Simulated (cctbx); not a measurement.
## Diagnosing a refinement

Cell a = 13.7430 Å, b = 8.5250 Å, c = 14.3100 Å, α = 90.00°, β = 90.00°, γ = 90.00°; space group Amm2 (no. 38).

Simulated single-crystal data (cctbx): Mo Kα, λ = 0.71073 Å, to d = 0.7 Å, 70 % of the full sphere, strongest reflection 70000 counts, noise from counting, a 4 % proportional error and a noise floor of 8 counts (s.d.); no absorption.

An anisotropic refinement with weights 1/σ² prints:

```text
Rint 0.031, 2747 unique reflections to 0.70 A
cycle     R1     wR2    GooF  max shift (A)
   1  0.0297  0.0792   1.758   0.01959
   3  0.0287  0.0761   1.688   0.00001
final R1 0.0287 wR2 0.0761 GooF 1.688  parameters 49  data/parameter 56.1
atom        x        y        z      Ueq    occ   su(xyz)  su(Uiso or U11)
Ba1    0.23620  0.50000  0.66297   0.0073  1.000  0.00004  0.0002
Ba2    0.25643  0.50000  0.17350   0.0077  1.000  0.00004  0.0002
Ba3    0.23929  0.23162  0.91829   0.0089  1.000  0.00005  0.0001
Ba4    0.00000  0.25416  0.08036   0.0070  1.000  0.00006  0.0002
Ba5    0.50000  0.23239  0.08195   0.0118  1.000  0.00007  0.0002
Ba6    0.00000  0.50000  0.83407   0.0117  1.000  0.00006  0.0003
Ba7    0.00000  0.50000  0.33331   0.0090  1.000  0.00006  0.0003
Rb1    0.50000  0.50000  0.83258   0.0105  1.000  0.00010  0.0005
Al1    0.50000  0.50000  0.34714   0.0213  1.000  0.00051  0.0020
Flack x: 1.053(15)
Hooft y: 1.053(15)  Bijvoet pairs: 1296
difference map: max 3.06 min -0.78 rms 0.16
Q1    0.5000  0.0000  0.3325    2    3.06  0.00 A from Rb1
Q2    0.5000  0.0000  0.4547    2    1.02  1.75 A from Rb1
Q3    0.2551  0.0000  0.7945    4    0.91  1.73 A from Ba2
Q4    0.5000  0.0000  0.9345    2    0.87  1.25 A from Al1
Q5    0.5000  0.0000  0.5475    2    0.86  2.33 A from Ba5
Q6    0.0000  0.1002  0.5806    4    0.82  1.24 A from Ba4
```

**Question.** Can this result stand? If not, what is the likely fault?

Mend it. The fault: the structure inverted. Against the right model at the same level, R1 goes from 0.0174 to 0.0287 and GooF from 0.94 to 1.69 and the top difference peak, 3.1 e/Å³, lies on Rb1. Only the Bijvoet differences see the inversion, so R1 moves little while x goes to 1 − x. Flack x = 1.053 with s.u. 0.015: x is near 1: the model is inverted.

The compound is RbBa14Al. The right model at the same level gives:

```text
Rint 0.031, 2747 unique reflections to 0.70 A
cycle     R1     wR2    GooF  max shift (A)
   1  0.0189  0.0469   1.042   0.00953
   2  0.0174  0.0425   0.943   0.00018
final R1 0.0174 wR2 0.0425 GooF 0.943  parameters 49  data/parameter 56.1
atom        x        y        z      Ueq    occ   su(xyz)  su(Uiso or U11)
Ba1    0.76381  0.50000  0.33704   0.0073  1.000  0.00002  0.0001
Ba2    0.74351  0.50000  0.82645   0.0080  1.000  0.00002  0.0001
Ba3    0.76072  0.76842  0.08167   0.0091  1.000  0.00003  0.0001
Ba4    0.00000  0.74581  0.91975   0.0069  1.000  0.00003  0.0001
Ba5    0.50000  0.76753  0.91808   0.0118  1.000  0.00004  0.0001
Ba6    0.00000  0.50000  0.16591   0.0116  1.000  0.00003  0.0002
Ba7    0.00000  0.50000  0.66661   0.0089  1.000  0.00003  0.0002
Rb1    0.50000  0.50000  0.16739   0.0092  1.000  0.00005  0.0003
Al1    0.50000  0.50000  0.65359   0.0205  1.000  0.00028  0.0011
Flack x: -0.036(14)
Hooft y: -0.032(15)  Bijvoet pairs: 1296
difference map: max 0.87 min -0.77 rms 0.15
Q1    0.2530  0.0000  0.2068    4    0.88  1.71 A from Ba2
Q2    0.5000  0.0000  0.5459    2    0.88  1.74 A from Rb1
Q3    0.5000  0.0000  0.4518    2    0.83  2.33 A from Ba5
Q4    0.2364  0.0000  0.4388    4    0.76  1.63 A from Ba2
Q5    0.5000  0.0000  0.0582    2    0.73  1.36 A from Al1
Q6    0.2718  0.0000  0.0492    4    0.73  2.08 A from Ba3
```

The model was made for the exercise: a known structure type with other elements put in, its volume estimated, not relaxed; displacement parameters are assumed.

[Middle refinement cycles are left out of these outputs.]

[Logs are printed without paths, hosts, clocks, repeated set-up lines and the standing remarks that a program may print on its own settings, such as how far it seeks lower states.]
